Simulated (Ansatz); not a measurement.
# Resistivity from frozen vibrations: Pb(111) with 4 thermally displaced layers, 2x2, part 2 of 2

Aim: the resistivity of Pb at 300 K from frozen thermal displacements between perfect leads. The measured value for the pure metal at this temperature is 21.3 µΩ cm (CRC Handbook of Chemistry and Physics, 84th ed., 2003, Electrical Resistivity of Pure Metals).

Ansatz 0.2.0; Ansatz plane-wave DFT, PBE, PAW files; ballistic transport by layer matching (Landauer), zero bias; PAW set soft_1.

So far, open channels per spin nearest the Fermi level: step 2 (with 4 displaced layers) 4.95.

## (4) With 12 displaced layers

Each atom of 12 layers is moved at random, by amounts drawn from a normal law 0.1385 Å wide in each direction from the Debye model (105 K) at 300 K. A fresh draw is used; the growth of the resistance with length is what counts.

System of this step: Pb(111) with 12 thermally displaced layers, 2x2. The cell holds 72 atoms: 72 Pb. Cell: a = 7.001 Å, b = 7.001 Å, c = 51.450 Å, α = 90.0°, β = 90.0°, γ = 120.0°. It derives from Pb. Regions: lead, 24 atoms (24 Pb); scattering region, 48 atoms (48 Pb). The structure is stacked along c, and the current runs across the ab planes.

The input, input.yaml:

```yaml
crystal:
  lattice:
    - [7.0014885046, 0.0, 0.0]
    - [-3.5007442523, 6.0634669093, 0.0]
    - [0.0, 0.0, 51.4502228287]
  atoms:
    - { symbol: Pb, position: [0.0, 0.0, 0.0277777778] }
    - { symbol: Pb, position: [0.0, 0.5, 0.0277777778] }
    - { symbol: Pb, position: [0.5, 0.0, 0.0277777778] }
    - { symbol: Pb, position: [0.5, 0.5, 0.0277777778] }
    - { symbol: Pb, position: [0.1666666667, 0.3333333333, 0.0833333333] }
    - { symbol: Pb, position: [0.1666666667, 0.8333333333, 0.0833333333] }
    - { symbol: Pb, position: [0.6666666667, 0.3333333333, 0.0833333333] }
    - { symbol: Pb, position: [0.6666666667, 0.8333333333, 0.0833333333] }
    - { symbol: Pb, position: [0.3333333333, 0.1666666667, 0.1388888889] }
    - { symbol: Pb, position: [0.3333333333, 0.6666666667, 0.1388888889] }
    - { symbol: Pb, position: [0.8333333333, 0.1666666667, 0.1388888889] }
    - { symbol: Pb, position: [0.8333333333, 0.6666666667, 0.1388888889] }
    - { symbol: Pb, position: [0.988115349, 0.9978858888, 0.1951216602] }
    - { symbol: Pb, position: [0.9713305248, 0.456066531, 0.1942498943] }
    - { symbol: Pb, position: [0.5168407339, 0.0247674789, 0.1959997701] }
    - { symbol: Pb, position: [0.4790064758, 0.4834702405, 0.199855985] }
    - { symbol: Pb, position: [0.2025452079, 0.3751601365, 0.2557314183] }
    - { symbol: Pb, position: [0.1548856551, 0.8421321937, 0.2512331604] }
    - { symbol: Pb, position: [0.683922977, 0.3457094089, 0.2505438318] }
    - { symbol: Pb, position: [0.6529534735, 0.7990189275, 0.2495548213] }
    - { symbol: Pb, position: [0.319986365, 0.1695462747, 0.3042971508] }
    - { symbol: Pb, position: [0.3549198369, 0.6853728879, 0.3063864037] }
    - { symbol: Pb, position: [0.8406480227, 0.1687894024, 0.3043503037] }
    - { symbol: Pb, position: [0.8244199164, 0.6553469989, 0.3065998263] }
    - { symbol: Pb, position: [0.0069169662, 0.0132756492, 0.3575350428] }
    - { symbol: Pb, position: [0.0088495997, 0.4825813849, 0.3591347843] }
    - { symbol: Pb, position: [0.4896615331, 0.9871333057, 0.3618946771] }
    - { symbol: Pb, position: [0.476431425, 0.4755750495, 0.3588346256] }
    - { symbol: Pb, position: [0.1931210775, 0.3343441142, 0.4135242489] }
    - { symbol: Pb, position: [0.1490648451, 0.7977983058, 0.4214833004] }
    - { symbol: Pb, position: [0.6419817509, 0.3442671871, 0.4181298398] }
    - { symbol: Pb, position: [0.6414166233, 0.8401911108, 0.4193505638] }
    - { symbol: Pb, position: [0.3455618282, 0.1726278106, 0.4747767241] }
    - { symbol: Pb, position: [0.3403574541, 0.6743500173, 0.471881177] }
    - { symbol: Pb, position: [0.8350797194, 0.1451671399, 0.4743532598] }
    - { symbol: Pb, position: [0.8108849589, 0.6417580983, 0.4732052929] }
    - { symbol: Pb, position: [0.0444655708, 0.0219630068, 0.5263899018] }
    - { symbol: Pb, position: [0.0086198898, 0.4896266778, 0.5274439783] }
    - { symbol: Pb, position: [0.4753101809, 0.9470788889, 0.5282935106] }
    - { symbol: Pb, position: [0.4716722403, 0.4840726656, 0.5238094433] }
    - { symbol: Pb, position: [0.1259002341, 0.311790865, 0.5855554356] }
    - { symbol: Pb, position: [0.1993305926, 0.8327576939, 0.586271898] }
    - { symbol: Pb, position: [0.6396125176, 0.2896673007, 0.5837368352] }
    - { symbol: Pb, position: [0.6705864897, 0.8235444994, 0.5841467725] }
    - { symbol: Pb, position: [0.3347982781, 0.1469479852, 0.6349139772] }
    - { symbol: Pb, position: [0.3265471426, 0.6618464222, 0.6379396928] }
    - { symbol: Pb, position: [0.8725642394, 0.206076022, 0.6377674799] }
    - { symbol: Pb, position: [0.8579008318, 0.6881558469, 0.6408083555] }
    - { symbol: Pb, position: [0.0162728568, 0.9911103653, 0.6964356396] }
    - { symbol: Pb, position: [0.0492182919, 0.518354281, 0.6927759953] }
    - { symbol: Pb, position: [0.5264348739, 0.0288305034, 0.6954375742] }
    - { symbol: Pb, position: [0.5064773948, 0.535241195, 0.6910806857] }
    - { symbol: Pb, position: [0.1764389323, 0.3329639122, 0.7467872384] }
    - { symbol: Pb, position: [0.1947580779, 0.8412784625, 0.7468595527] }
    - { symbol: Pb, position: [0.6736394416, 0.3234763531, 0.7448786284] }
    - { symbol: Pb, position: [0.6560507, 0.839352376, 0.7517109998] }
    - { symbol: Pb, position: [0.3371236975, 0.1676981546, 0.8068205377] }
    - { symbol: Pb, position: [0.3426003161, 0.6935462004, 0.8059556258] }
    - { symbol: Pb, position: [0.8453220912, 0.1790175464, 0.8027101765] }
    - { symbol: Pb, position: [0.8367609159, 0.7015766741, 0.8064580418] }
    - { symbol: Pb, position: [0.0, 0.0, 0.8611111111] }
    - { symbol: Pb, position: [0.0, 0.5, 0.8611111111] }
    - { symbol: Pb, position: [0.5, 0.0, 0.8611111111] }
    - { symbol: Pb, position: [0.5, 0.5, 0.8611111111] }
    - { symbol: Pb, position: [0.1666666667, 0.3333333333, 0.9166666667] }
    - { symbol: Pb, position: [0.1666666667, 0.8333333333, 0.9166666667] }
    - { symbol: Pb, position: [0.6666666667, 0.3333333333, 0.9166666667] }
    - { symbol: Pb, position: [0.6666666667, 0.8333333333, 0.9166666667] }
    - { symbol: Pb, position: [0.3333333333, 0.1666666667, 0.9722222222] }
    - { symbol: Pb, position: [0.3333333333, 0.6666666667, 0.9722222222] }
    - { symbol: Pb, position: [0.8333333333, 0.1666666667, 0.9722222222] }
    - { symbol: Pb, position: [0.8333333333, 0.6666666667, 0.9722222222] }
kpoints:
  mp_grid: { grid: [4, 4, 1] }
hamiltonian:
  xc: pbe
  pseudopotentials: { kind: paw, azcp: { folder: soft_1 } }
scf:
  occupations: { method: fermi_dirac, width: 0.1 }
output:
  transmission: { leads: [[0, 4]], kmesh: [8, 8], e_range: [-0.05, 0.05], de: 0.05 }
  write_potential: true
  write_density: true
  volumetric_format: npy
```

Started as:

```bash
$ ansatz run input.yaml --threads 4 --pin off --max-ram 15360MiB --backend cpu --events-out ev --progress --plain --runs-dir out
```

Numbers of over 12 decimals in the logs are rounded to 6 here.

Log:

```text
[...]
Crystal: 72 atoms, lattice volume = 2184.231 Å³
Basis set: ecut = 420 eV, 42621 PW (Γ)
Bands: 605, of which v1, the nominal top of the filled ones, is band 504 counted from 1 (503 counted from 0)
Symmetry: 1 space group operations
[...]
k-points: 10 of 16 (time reversal used)
[...]
SCF iter   1: F=—  HF=-857434.061537 eV  |F-HF|=—  |Δ(HF+E_count)|=         —  Δρ=8.23e-3  dr2=3.02e0  ethr=3.10e-3  ⟨swp⟩=7.0  Hψ=23875  notcnv=0  defer=145
[...]
SCF iter  10: F=-857433.311317 eV  HF=-857433.311317 eV  |F-HF|=2.54e-8  |Δ(HF+E_count)|=   3.61e-9  Δρ=4.17e-7  dr2=2.87e-8  ethr=9.92e-12  ⟨swp⟩=10.8  Hψ=22768  notcnv=0
SCF 1 converged in 10 iterations: F = -857433.311317 eV  dr2 = 2.87e-8
[...]
transmission: 222 of 2176 steps passed
transmission: 441 of 2176 steps passed
[...]
transmission: 2176 of 2176 steps passed
SCF converged after 10 iterations
Free energy (F): -857433.311317 eV
[...]
Internal energy: -857432.221579 eV  (E = F + TS)
E sigma→0 (E₀):  -857432.766448 eV
Entropy (-TS):   -1.089738 eV (-15.135 meV/atom)
Fermi energy:    11.211090 eV
[...]
--- Band table (eV; the first three rows and the last of 10) ---
  k-point 0: bands = [... 500 lower, 11.6257, 11.6935, 11.7136, 11.7455, 11.8169, 11.8405, 11.8634, 12.0512, ... 97 higher]
  k-point 1: bands = [... 500 lower, 11.0054, 11.2105, 11.3151, 11.3898, 11.4096, 11.4918, 11.5193, 11.6183, ... 97 higher]
  k-point 2: bands = [... 500 lower, 11.0940, 11.1235, 11.1502, 11.1975, 11.2511, 11.2928, 11.3143, 11.3277, ... 97 higher]
  k-point 9: bands = [... 500 lower, 11.0902, 11.1243, 11.1575, 11.2000, 11.2133, 11.2375, 11.3086, 11.3374, ... 97 higher]
--- Transmission ---
  basis      : 367 plane waves across, 64 finite elements along
  points     : 34, standing for a mesh of 8 x 8
[...]
channels       : 5.171875e0 a spin
[...]
junction   : crystal 0 to crystal 0, 2.86 to 51.45 Å
    transmission   : 3.308070e0 a spin
[...]
```

Wall time 42 min (4 threads of Arm Neoverse V1, shared host); peak memory 10 GiB; 2.4 h of CPU time.

This step gave:

```yaml
free_energy: -857433.3113 eV
energy_at_zero_smearing: -857432.7664 eV
fermi_energy: 11.21 eV
transmission_per_spin_nearest_the_fermi_level: 3.308
step_of_the_lead_s_potential: 10.5 meV
```

Per spin. The transmission, zone mean by energy, zero at the Fermi level:

```csv
energy (eV),"transmission, zone mean"
-0.0500,3.28
0.0000,3.31
0.0500,3.38
```

Over the solved energies the transmission per spin lies between 3.28 and 3.38, out of 5.23 channels of the lead on average (up to 5.36).

## (5) Resistance against length

This step: Ansatz plane-wave DFT, PBE, PAW files; ballistic transport by layer matching (Landauer), zero bias; resistivity from the slope of the area resistance; PAW set soft_1 (Ansatz 0.2.0).

This step gave:

- resistivity: 17.11 µΩ cm
- intercept: 0.01899 fΩ m²
- scatter about the fit: 0.005497 fΩ m²

Resistance, by row:

```csv
run,length (Å),T,channels N,RA (fΩ m²)
n4,11.43,4.197,5.005,0.2107
n8,22.87,3.66,5.078,0.418
n12,34.3,3.323,5.234,0.6019
```

Table of area resistance by length of the displaced region:

| length of the displaced region (Å) | area resistance (fΩ m²) |
| --- | --- |
| 11.43 | 0.211 |
| 22.87 | 0.418 |
| 34.30 | 0.602 |

The area resistance goes from 0.21 to 0.60 fΩ m² between 11 and 34.3 Å, a slope of 17 µΩ cm.

By hand from the end points: (0.6019 − 0.2107) fΩ m² / (34.30 − 11.4) Å = 17 µΩ cm, since 1 fΩ m² per Å is 1000 µΩ cm.

## (6) Results

* resistivity from the slope: 17.1 µΩ cm
* area resistance over 11.4 Å: 0.211 fΩ m²
* area resistance over 22.9 Å: 0.418 fΩ m²
* area resistance over 34.3 Å: 0.602 fΩ m²

The slope gives 17 µΩ cm. The points scatter by 0.0055 fΩ m² about the line, with one random draw a length in a 2x2 cell, so the slope is a rough value. The mean square of the displacements drawn is 0.75, 0.94 and 0.81 of the nominal one at the three lengths; with each resistance scaled back by that, the slope is 20 µΩ cm, the value used below. The lead's own channel count moves between the runs (5.01, 5.08 and 5.23), which shifts RA and the slope too. Read with a model of isotropic scattering on a spherical Fermi surface and the lead's 0.91×10¹⁵ S/m², this slope means a mean free path near 43 Å; over these lengths the model's slope is 1.05 times its bulk resistivity, which would be 19 µΩ cm. Uncorrelated displacements put too much weight on short waves, which scatter strongly; with the sideways repeat of a small cell, one draw and three short lengths, the method is good to a factor of two or three. The measured value is 21.3 µΩ cm (CRC Handbook of Chemistry and Physics, 84th ed., 2003, Electrical Resistivity of Pure Metals); the scaled slope is 0.95 times that and the corrected value 0.90: fair for so small a cell. Spin-orbit coupling is left out, which matters for Pb.

[Logs are printed without paths, hosts, clocks, repeated set-up lines and the standing remarks that a program may print on its own settings, such as how far it seeks lower states.]

[Hosts, paths, dates, database ids (printed as entryN), source tags and the programs' standing remarks are cut or masked in the printed files.]
